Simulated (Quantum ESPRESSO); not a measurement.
# ScFeGe: parallel and opposed starts

Does ScFeGe prefer parallel or opposed moments?

Main program and level: Quantum ESPRESSO 7.5; LDA; plane waves with GBRV 1.5 LDA potentials, no spin-orbit coupling.

### 1. Set-up

Symmetry: P-62m, No. 189, hexagonal system. Conventional cell: a = 6.585 Å, b = 6.585 Å, c = 3.952 Å, α = 90.00°, β = 90.00°, γ = 120.00°. Sc has 5 Ge at 2.74 to 2.80 Å and 6 Fe at 3.06 to 3.09 Å nearest. Nearest to Fe lie 4 Ge at 2.49 to 2.61 Å and 2 Fe at 2.62 Å and 6 Sc at 3.06 to 3.09 Å. Nearest to Ge lie 6 Fe at 2.49 Å and 3 Sc at 2.74 Å. Nearest to Ge lie 3 Fe at 2.61 Å and 6 Sc at 2.80 Å. Farther neighbours are not listed.

As a file:

```cif
data_structure
_symmetry_space_group_name_H-M 'P-62m'
_symmetry_Int_Tables_number 189
_cell_length_a 6.5852
_cell_length_b 6.5852
_cell_length_c 3.9517
_cell_angle_alpha 90.000
_cell_angle_beta 90.000
_cell_angle_gamma 120.000
_cell_volume 148.41
loop_
_atom_site_label
_atom_site_type_symbol
_atom_site_symmetry_multiplicity
_atom_site_Wyckoff_symbol
_atom_site_fract_x
_atom_site_fract_y
_atom_site_fract_z
_atom_site_occupancy
Sc1 Sc 3 g 0.58397 0.00000 0.50000 1
Fe1 Fe 3 f 0.22949 0.00000 0.00000 1
Ge1 Ge 1 b 0.00000 0.00000 0.50000 1
Ge2 Ge 2 c 0.33333 0.66667 0.00000 1
```

The cell comes from Materials Project 2023-11-01, a database of computed structures, and need not be the stable phase.

### 2. Run 1, typed as ferro +++

The signs are those of the starting moments on the seeded atoms, the atoms that are given a moment.

File pw.in:

```
&CONTROL
  calculation = 'scf'
  prefix = 'pwscf'
  outdir = './tmp'
  pseudo_dir = './pseudo'
  disk_io = 'nowf'
/
&SYSTEM
  ibrav = 0
  nat = 9
  ntyp = 3
  ecutwfc = 40
  ecutrho = 280
  nbnd = 81
  occupations = 'smearing'
  smearing = 'fd'
  degauss = 0.00734986
  nspin = 2
  starting_magnetization(1) = 0
  starting_magnetization(2) = 0.175
  starting_magnetization(3) = 0
/
&ELECTRONS
  conv_thr = 1.8d-08
  electron_maxstep = 150
  mixing_beta = 0.3
/
ATOMIC_SPECIES
Sc     44.9559 sc_lda_v1.uspp.F.UPF
Fe     55.8450 fe_lda_v1.5.uspp.F.UPF
Ge     72.6300 ge_lda_v1.4.uspp.F.UPF
CELL_PARAMETERS angstrom
   6.5852007981    0.0000000000    0.0000000000
  -3.2926003991    5.7029511802    0.0000000000
   0.0000000000    0.0000000000    3.9516743300
ATOMIC_POSITIONS crystal
Sc      0.5839691600    0.0000000000    0.5000000000
Sc      0.4160308400    0.4160308400    0.5000000000
Sc      0.0000000000    0.5839691600    0.5000000000
Fe      0.2294909900    0.0000000000    0.0000000000
Fe      0.7705090100    0.7705090100    0.0000000000
Fe      0.0000000000    0.2294909900    0.0000000000
Ge      0.0000000000    0.0000000000    0.5000000000
Ge      0.3333333300    0.6666666700    0.0000000000
Ge      0.6666666700    0.3333333300    0.0000000000
K_POINTS automatic
6 6 6 0 0 0
```

Command:

```bash
OMP_NUM_THREADS=1 mpirun -n 4 pw.x -nk 4 -in pw.in > pw.out
```

The program printed:

```text
Program PWSCF v.7.5 starts

     Message from routine setup:
     using ibrav=0 with symmetry is DISCOURAGED, use correct ibrav instead

     K-points division:     npool     =       4
     Subspace diagonalization in iterative solution of the eigenvalue problem:

     G-vector sticks info
     --------------------
     sticks:   dense  smooth     PW     G-vecs:    dense   smooth      PW
     Sum        3001    1711    499                79215    34141    5459

     Using Slab Decomposition

     bravais-lattice index     =            0
     lattice parameter (alat)  =      12.4442  a.u.
     unit-cell volume          =    1001.4896 (a.u.)^3
     number of atoms/cell      =            9
     number of atomic types    =            3
     number of electrons       =       123.00
     number of Kohn-Sham states=           81
     kinetic-energy cutoff     =      40.0000  Ry
     charge density cutoff     =     280.0000  Ry
     scf convergence threshold =      1.8E-08
     mixing beta               =       0.3000
     number of iterations used =            8  plain     mixing
     Exchange-correlation=  SLA  PZ   NOGX NOGC
                           (   1   1   0   0   0   0   0)

     celldm(1)=  12.444226  celldm(2)=   0.000000  celldm(3)=   0.000000
     celldm(4)=   0.000000  celldm(5)=   0.000000  celldm(6)=   0.000000

     crystal axes: (cart. coord. in units of alat)
               a(1) = (   1.000000   0.000000   0.000000 )
               a(2) = (  -0.500000   0.866025   0.000000 )
               a(3) = (   0.000000   0.000000   0.600084 )

     reciprocal axes: (cart. coord. in units 2 pi/alat)
               b(1) = (  1.000000  0.577350 -0.000000 )
               b(2) = (  0.000000  1.154701  0.000000 )
               b(3) = (  0.000000 -0.000000  1.666433 )

     PseudoPot. # 1 for Sc read from file:
     sc_lda_v1.uspp.F.UPF
     Pseudo is Ultrasoft + core correction, Zval = 11.0
     Generated by new atomic code, or converted to UPF format
     Using radial grid of  849 points,  6 beta functions with:
                l(1) =   0
                l(2) =   0
                l(3) =   1
                l(4) =   1
                l(5) =   2
                l(6) =   2
     Q(r) pseudized with  6 coefficients,  rinner =    1.200   1.200   1.200
                                                       1.200   1.200

     PseudoPot. # 2 for Fe read from file:
     fe_lda_v1.5.uspp.F.UPF
     Pseudo is Ultrasoft + core correction, Zval = 16.0
     Generated by new atomic code, or converted to UPF format
     Using radial grid of  861 points,  6 beta functions with:
                l(1) =   0
                l(2) =   0
                l(3) =   1
                l(4) =   1
                l(5) =   2
                l(6) =   2
     Q(r) pseudized with  8 coefficients,  rinner =    1.000   1.000   1.000
                                                       1.000   1.000

     PseudoPot. # 3 for Ge read from file:
     ge_lda_v1.4.uspp.F.UPF
     Pseudo is Ultrasoft + core correction, Zval = 14.0
     Generated by new atomic code, or converted to UPF format
     Using radial grid of  873 points,  6 beta functions with:
                l(1) =   0
                l(2) =   0
                l(3) =   1
                l(4) =   1
                l(5) =   2
                l(6) =   2
     Q(r) pseudized with  8 coefficients,  rinner =    1.400   1.400   1.400
                                                       1.400   1.400

     atomic species   valence    mass     pseudopotential
     Sc               11.00    44.95590     Sc( 1.00)
     Fe               16.00    55.84500     Fe( 1.00)
     Ge               14.00    72.63000     Ge( 1.00)

     Starting magnetic structure
     atomic species   magnetization
     Sc              0.000
     Fe              0.175
     Ge              0.000

     12 Sym. Ops. (no inversion) found

   Cartesian axes

     site n.     atom                  positions (alat units)
         1        Sc     tau(   1) = (   0.5839692   0.0000000   0.3000421  )
         2        Sc     tau(   2) = (   0.2080154   0.3602933   0.3000421  )
         3        Sc     tau(   3) = (  -0.2919846   0.5057321   0.3000421  )
         4        Fe     tau(   4) = (   0.2294910   0.0000000   0.0000000  )
         5        Fe     tau(   5) = (   0.3852545   0.6672804   0.0000000  )
         6        Fe     tau(   6) = (  -0.1147455   0.1987450   0.0000000  )
         7        Ge     tau(   7) = (   0.0000000   0.0000000   0.3000421  )
         8        Ge     tau(   8) = (  -0.0000000   0.5773503   0.0000000  )
         9        Ge     tau(   9) = (   0.5000000   0.2886751   0.0000000  )

     number of k points=    28  Fermi-Dirac smearing, width (Ry)=  0.0073
                       cart. coord. in units 2pi/alat
        k(    1) = (   0.0000000   0.0000000   0.0000000), wk =   0.0046296
        k(    2) = (   0.0000000   0.0000000   0.2777388), wk =   0.0092593
        k(    3) = (   0.0000000   0.0000000   0.5554777), wk =   0.0092593
        k(    4) = (   0.0000000   0.0000000  -0.8332165), wk =   0.0046296
        k(    5) = (   0.0000000   0.1924501   0.0000000), wk =   0.0277778
        [... 23 further k-points ...]

     Dense  grid:    79215 G-vectors     FFT dimensions: (  72,  72,  40)

     Smooth grid:    34141 G-vectors     FFT dimensions: (  54,  54,  32)

     Check: negative core charge=   -0.000023
     Generating pointlists ...
     new r_m :   0.1716 (alat units)  2.1356 (a.u.) for type    1
     new r_m :   0.1558 (alat units)  1.9391 (a.u.) for type    2
     new r_m :   0.1558 (alat units)  1.9391 (a.u.) for type    3

     Initial potential from superposition of free atoms

     starting charge     119.9917, renormalised to     123.0000
     Starting wfcs are  105 randomized atomic wfcs

     Self-consistent Calculation

     iteration #  1     ecut=    40.00 Ry     beta= 0.30
     Davidson diagonalization with overlap
     ethr =  1.00E-02,  avg # of iterations =  2.0

     total energy              =   -1666.03765145 Ry
     estimated scf accuracy    <      20.14237312 Ry

     total magnetization       =     1.36 Bohr mag/cell
     absolute magnetization    =     2.02 Bohr mag/cell

     iteration #  2     ecut=    40.00 Ry     beta= 0.30
     Davidson diagonalization with overlap
     ethr =  1.00E-02,  avg # of iterations =  4.5

     total energy              =   -1665.97040126 Ry
     estimated scf accuracy    <     136.61909543 Ry

     total magnetization       =     0.31 Bohr mag/cell
     absolute magnetization    =     0.46 Bohr mag/cell

     iteration #  3     ecut=    40.00 Ry     beta= 0.30
     Davidson diagonalization with overlap
     ethr =  1.00E-02,  avg # of iterations =  4.3

     total energy              =   -1673.54778948 Ry
     estimated scf accuracy    <       1.97823758 Ry

     total magnetization       =     4.75 Bohr mag/cell
     absolute magnetization    =     5.64 Bohr mag/cell

     [... further iterations left out ...]

     iteration # 15     ecut=    40.00 Ry     beta= 0.30
     Davidson diagonalization with overlap
     ethr =  1.83E-09,  avg # of iterations =  3.1

     total energy              =   -1673.49145575 Ry
     estimated scf accuracy    <       0.00000163 Ry

     total magnetization       =     5.41 Bohr mag/cell
     absolute magnetization    =     6.75 Bohr mag/cell

     iteration # 16     ecut=    40.00 Ry     beta= 0.30
     Davidson diagonalization with overlap
     ethr =  1.33E-09,  avg # of iterations =  1.6

     total energy              =   -1673.49145616 Ry
     estimated scf accuracy    <       0.00000011 Ry

     total magnetization       =     5.40 Bohr mag/cell
     absolute magnetization    =     6.75 Bohr mag/cell

     iteration # 17     ecut=    40.00 Ry     beta= 0.30
     Davidson diagonalization with overlap
     ethr =  8.93E-11,  avg # of iterations =  3.5

     total energy              =   -1673.49145619 Ry
     estimated scf accuracy    <       0.00000003 Ry

     total magnetization       =     5.40 Bohr mag/cell
     absolute magnetization    =     6.75 Bohr mag/cell

     iteration # 18     ecut=    40.00 Ry     beta= 0.30
     Davidson diagonalization with overlap
     ethr =  2.72E-11,  avg # of iterations =  2.7

     Magnetic moment per site  (integrated on atomic sphere of radius R)
     atom   1 (R=0.172)  charge=  9.0725  magn= -0.0856
     atom   2 (R=0.172)  charge=  9.0725  magn= -0.0856
     atom   3 (R=0.172)  charge=  9.0725  magn= -0.0856
     atom   4 (R=0.156)  charge= 14.3795  magn=  1.9391
     atom   5 (R=0.156)  charge= 14.3795  magn=  1.9391
     atom   6 (R=0.156)  charge= 14.3795  magn=  1.9391
     atom   7 (R=0.156)  charge= 12.0251  magn= -0.0348
     atom   8 (R=0.156)  charge= 11.9934  magn= -0.0175
     atom   9 (R=0.156)  charge= 11.9934  magn= -0.0175

     End of self-consistent calculation

     [... lines left out ...]
     the Fermi energy is    12.6017 ev

!    total energy              =   -1673.49145620 Ry
     estimated scf accuracy    <          3.8E-09 Ry
     smearing contrib. (-TS)   =      -0.02313008 Ry
     internal energy E=F+TS    =   -1673.46832612 Ry

     The total energy is F=E-TS. E is the sum of the following terms:
     one-electron contribution =    -922.78899114 Ry
     hartree contribution      =     536.36203438 Ry
     xc contribution           =    -297.91007394 Ry
     ewald contribution        =    -989.13129542 Ry

     total magnetization       =     5.40 Bohr mag/cell
     absolute magnetization    =     6.75 Bohr mag/cell

     convergence has been achieved in  18 iterations

=------------------------------------------------------------------------------=
   JOB DONE.
=------------------------------------------------------------------------------=
```

It took 3.2 min on 4 MPI ranks of Arm Neoverse V2, shared host; peak memory 1 GiB.

Spin moment in the atom's sphere by atom:

```csv
atom,spin moment in the atom's sphere (μB)
Sc1,-0.09
Sc2,-0.09
Sc3,-0.09
Fe4,1.94
Fe5,1.94
Fe6,1.94
Ge7,-0.03
Ge8,-0.02
Ge9,-0.02
```

Numbers from this step:

* smearing term TS: 0.3147 eV
* magnetization: 5.402 μB
* absolute magnetization: 6.746 μB
* final state: ferromagnetic

(Continued in part 2 of 2.)

[Logs and program files are shortened in this print: banners, set-up blocks, solver, clock and traceback lines can be left out without a mark of their own.]

[Logs are printed without paths, hosts, clocks, repeated set-up lines and the standing remarks that a program may print on its own settings, such as how far it seeks lower states.]

[Hosts, paths, dates, database ids (printed as entryN), source tags and the programs' standing remarks are cut or masked in the printed files.]

[Where a cell is said to come from a database of computed structures, the database is the Materials Project.]
